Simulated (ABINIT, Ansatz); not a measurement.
# Quasiparticle gap of Cs2H6Pt (Fm-3m) in ABINIT, part 3 of 3

How does a plane-wave GW calculation on Cs2H6Pt (Fm-3m) run from the first input to the gap?

ABINIT 10.8.3; LDA and many-body steps on it, plane waves. Known limits of the many-body steps: not at the basis limit; no spin polarisation; d states lean on the start; no spin-orbit coupling; coarse k mesh.

So far. Step 4 (Empty states on the mesh, 2×2×2 mesh, 344 bands): On this mesh the gap is 3.620 eV. Step 5 (Screening, 2×2×2 mesh, 314 bands, screening to 176.9 eV): Local fields lower ε∞ by 23 %. On a Γ-centred mesh this coarse the value itself is usually too large, while a short band sum pulls it down.

## Step 6: Self-energy, 2×2×2 mesh, 314 bands, screening to 176.9 eV

The self-energy is evaluated for the states that the input lists, and the levels follow from it, in one-shot runs by the linearised quasiparticle equation.

This step: G0W0 on LDA, plane waves, norm-conserving pseudopotentials.

Contents of run.abi:

```
acell 3*1.0 Angstrom
rprim 
  0.000000000000 4.486174700000 4.486174700000
  4.486174700000 0.000000000000 4.486174700000
  4.486174700000 4.486174700000 0.000000000000
ntypat 3
znucl 55 1 78
natom 9
typat 1 1 2 2 2 2 2 2 3
xred 
  0.750000000000 0.750000000000 0.750000000000
  0.250000000000 0.250000000000 0.250000000000
  0.816861770000 0.816861770000 0.183138230000
  0.183138230000 0.816861770000 0.183138230000
  0.816861770000 0.183138230000 0.183138230000
  0.183138230000 0.183138230000 0.816861770000
  0.816861770000 0.183138230000 0.816861770000
  0.183138230000 0.816861770000 0.816861770000
  0.000000000000 0.000000000000 0.000000000000
pp_dirpath "pseudos"
pseudos "Cs.upf, H.upf, Pt.upf"
ecut 34
ngkpt 2 2 2
nshiftk 1
shiftk 0 0 0
kptopt 1
chksymbreak 0
istwfk *1
occopt 1
irdwfk 1
optdriver 4
nband 314
gwcalctyp 0
ecutsigx 34
symsigma 1
nkptgw 2
kptgw 
  0.5000000000 0.5000000000 0.0000000000
  0.0000000000 0.0000000000 0.0000000000
bdgw 
  20 23
  19 24
ecuteps 6.5
irdscr 1
ppmodel 1
indata_prefix "in"
outdata_prefix "out"
tmpdata_prefix "tmp"
```

Started as:

```sh
$ OMP_NUM_THREADS=1 mpirun -n 4 abinit run.abi > log
```

Numbers of over 12 decimals in the logs are rounded to 6 here.

Log:

```text
.Version 10.8.3 of ABINIT. v10.8.2 released Aug 2026.

 Symmetries : space group Fm -3 m (#225); Bravais cF (face-center cubic)
[... echo of the input left out ...]
== DATASET  1 ==================================================================
-   mpi_nproc: 4, omp_nthreads: 1 (-1 if OMP is not activated)

--- !DatasetInfo
iteration_state: {dtset: 1, }
dimensions: {natom: 9, nkpt: 3, mband: 314, nsppol: 1, nspinor: 1, nspden: 1, mpw: 11618, }
cutoff_energies: {ecut:  34.0, pawecutdg:  -1.0, }
electrons: {nelect:   4.20000000E+01, charge:   0.00000000E+00, occopt:   1.00000000E+00, tsmear:   1.00000000E-02, }

 SIGMA: Calculation of the GW corrections

 Based on a program developped by R.W. Godby, V. Olevano, G. Onida, and L. Reining.
 Incorporated in ABINIT by V. Olevano, G.-M. Rignanese, and M. Torrent.
.Using double precision arithmetic ; gwpc =  8

[... cell and pseudopotentials left out ...]
--------------------------------------------------------------------------------

 ==== K-mesh for the wavefunctions ====
 Number of points in the irreducible wedge :     3
[... list of points left out ...]
 Together with 48 symmetry operations and time-reversal symmetry
 yields     8 points in the full Brillouin Zone.

 ==== Q-mesh for screening function ====
 Number of points in the irreducible wedge :     3
[... list of points left out ...]
 Together with 48 symmetry operations and time-reversal symmetry
 yields     8 points in the full Brillouin Zone.

 vcoul_init : cutoff-mode = AUXILIARY_FUNCTION
 q-points for optical limit:   1
     1)      0.000010    0.000020    0.000030
 setmesh: FFT mesh size selected  =    64x   64x   64
          total number of points  =       262144

 Number of electrons calculated from density =   42.0000; Expected =   42.0000
 average of density, n =  0.034466
 r_s =    1.9062
 omega_plasma =   17.9082 [eV]

 === KS Band Gaps ===
  >>>> For spin  1
   Minimum direct gap =   3.6197 [eV], located at k-point      :   0.5000  0.5000  0.0000
   Fundamental gap    =   3.6197 [eV], Top of valence bands at :   0.5000  0.5000  0.0000
                                       Bottom of conduction at :   0.5000  0.5000  0.0000
 SIGMA fundamental parameters:
 PLASMON POLE MODEL  1
 number of plane-waves for SigmaX                11575
 number of plane-waves for SigmaC and W            941
 number of plane-waves for wavefunctions         11575
 number of bands                                   314
 number of independent spin polarizations            1
 number of spinorial components                      1
 number of k-points in IBZ                           3
 number of q-points in IBZ                           3
 number of symmetry operations                      48
 number of k-points in BZ                            8
 number of q-points in BZ                            8
 number of frequencies for dSigma/dE                 9
 frequency step for dSigma/dE [eV]                0.25
 number of omega for Sigma on real axis              0
 max omega for Sigma on real axis  [eV]           0.00
 zcut for avoiding poles [eV]                     0.10

 EPSILON^-1 parameters (SCR file):
 dimension of the eps^-1 matrix on file            941
 dimension of the eps^-1 matrix used               941
 number of plane-waves for wavefunctions         11575
 number of bands                                   314
 number of q-points in IBZ                           3
 number of frequencies                               2
 number of real frequencies                          1
 number of imag frequencies                          1

 matrix elements of self-energy operator (all in [eV])

 Perturbative Calculation

--- !SelfEnergy_ee
iteration_state: {dtset: 1, }
kpoint     : [   0.500,    0.500,    0.000, ]
spin       : 1
KS_gap     :    3.620
QP_gap     :    5.842
Delta_QP_KS:    2.223
data: !SigmaeeData |
     Band     E0 <VxcDFT>   SigX SigC(E0)      Z dSigC/dE  Sig(E)    E-E0       E
       20   0.336 -11.632 -14.548   1.477   0.812  -0.232 -12.800  -1.168  -0.832
       21   0.336 -11.632 -14.548   1.477   0.812  -0.232 -12.800  -1.168  -0.832
       22   3.956  -8.855  -5.241  -2.378   0.853  -0.173  -7.801   1.054   5.010
       23   5.729  -8.392  -4.051  -2.920   0.855  -0.170  -7.178   1.214   6.943

--- !SelfEnergy_ee
iteration_state: {dtset: 1, }
kpoint     : [   0.000,    0.000,    0.000, ]
spin       : 1
KS_gap     :    4.672
QP_gap     :    6.803
Delta_QP_KS:    2.131
data: !SigmaeeData |
     Band     E0 <VxcDFT>   SigX SigC(E0)      Z dSigC/dE  Sig(E)    E-E0       E
       19  -0.196 -10.896 -13.856   1.520   0.811  -0.233 -12.063  -1.167  -1.363
       20  -0.196 -10.896 -13.856   1.520   0.811  -0.233 -12.063  -1.167  -1.363
       21  -0.196 -10.896 -13.856   1.520   0.811  -0.233 -12.063  -1.167  -1.363
       22   4.475  -6.657  -2.750  -2.789   0.863  -0.159  -5.693   0.964   5.439
       23   4.998 -10.532  -6.242  -2.674   0.845  -0.184  -9.167   1.365   6.362
       24   4.998 -10.532  -6.242  -2.674   0.845  -0.184  -9.167   1.365   6.362

== END DATASET(S) ==============================================================
================================================================================

 -outvars: echo values of variables after computation  --------
           etotal      0.0000000000E+00
            nband         314
             nkpt           3
          spgroup         225
 [... the other variables as echoed above ...]

 Calculation completed.
```

Run time: 2 min. Hardware: 4 MPI ranks of Arm Neoverse V1, shared host; peak memory 2.9 GiB.

This step gave:

```
G0W0 gap on the points computed              : 5.842 eV
starting gap on the mesh                     : 3.620 eV
k of the valence top                         : 0.5, 0.5, 0
k of the conduction bottom                   : 0.5, 0.5, 0
Z at the valence top                         : 0.812
Z at the conduction bottom                   : 0.853
least direct G0W0 gap on the computed points : 5.842 eV
```

The gap on the mesh goes from 3.62 eV to 5.84 eV, a correction of +2.22 eV.

Limits: finite bands, cutoff and mesh; no spin polarisation; d states lean on the start; no spin-orbit coupling; coarse k mesh. v1 is the top filled band, c1 the lowest empty one. Levels before and after the correction, in eV, zero at the valence-band top of each column:

```
           conduction bottom  valence top
Kohn-Sham               3.62         0.00
     G0W0               5.84         0.00
```

```
                       level  energy (eV)
Kohn-Sham  (0.5 0.5 0) v2-v1        0.000
Kohn-Sham     (0.5 0.5 0) c1        3.620
Kohn-Sham     (0.5 0.5 0) c2        5.393
     G0W0  (0.5 0.5 0) v2-v1        0.000
     G0W0     (0.5 0.5 0) c1        5.842
     G0W0     (0.5 0.5 0) c2        7.775
```

## Step 7: Where the time went

Times are wall times on 4 MPI ranks of Arm Neoverse V1, shared host, good to a factor of about two.

```
                          step     time  share  memory (GiB)
                  ground state     43 s    6 %          0.52
bands along the symmetry lines     71 s   10 %          0.48
      empty states on the mesh  5.6 min   49 %          0.58
                     screening  2.1 min   18 %           3.1
                   self-energy    2 min   17 %           2.9
```

## Step 8: Summary of results

| Property | Result |
| --- | --- |
| LDA gap | 3.62 eV, direct |
| G0W0 gap on the mesh | 5.84 eV |
| GW settings | 2×2×2 mesh, 314 bands, screening to 176.9 eV, Godby-Needs plasmon pole |
| known limits | not at the basis limit; no spin polarisation; d states lean on the start; no spin-orbit coupling; coarse k mesh |

What this shows: G0W0 moves the gap on the mesh from 3.62 eV to 5.84 eV (+2.22 eV), with Z of 0.81 and 0.85 at the edges. Local fields lower the RPA ε∞ on this mesh from 3.60 to 2.77; a Γ-centred mesh this coarse tends to raise both, most where the direct gap is narrow, while a short band sum lowers them. Only 2 of the mesh's irreducible points were corrected, so a valley elsewhere could overtake. The dearest step here is «empty states on the mesh». Bands and cutoff are finite, so the gap is not at the basis limit. The miss can reach some tenths of an eV and take either sign; the mesh is an error of its own. In the G0W0 run levels were corrected at 2 k points alone, so a gap called «on the mesh» is the least over those, and an edge elsewhere would be missed. The 2×2×2 mesh is coarse for this cell, which bears on the long-range parts of exchange and screening. The runs have no spin polarisation. For a closed low-spin shell that is the natural state; where a d or f shell is open it is a constraint, and the gap is then not the crystal's own. With d states at the gap, one-shot GW leans hard on its start. The many-body steps are scalar-relativistic: spin-orbit coupling is not in them.

[Paths, hosts, dates, memory and timing lines, banners, echoed tables and standing remarks are left out of the program output.]

[Logs are printed without paths, hosts, clocks, repeated set-up lines and the standing remarks that a program may print on its own settings, such as how far it seeks lower states.]

[Runs of the session that timed out or met a known fault of the program may be left out.]

[Hosts, paths, dates, database ids (printed as entryN), source tags and the programs' standing remarks are cut or masked in the printed files.]

[G0W0 gaps are taken among the corrected bands and points alone; a level outside them can change the order at an edge.]

[Where Ansatz stands beside ABINIT at settings called matched, ABINIT's density can come from a denser mesh and the files from another edition; pairs whose starting gaps differed by over 0.03 eV were left out, so agreement reads better than it is.]
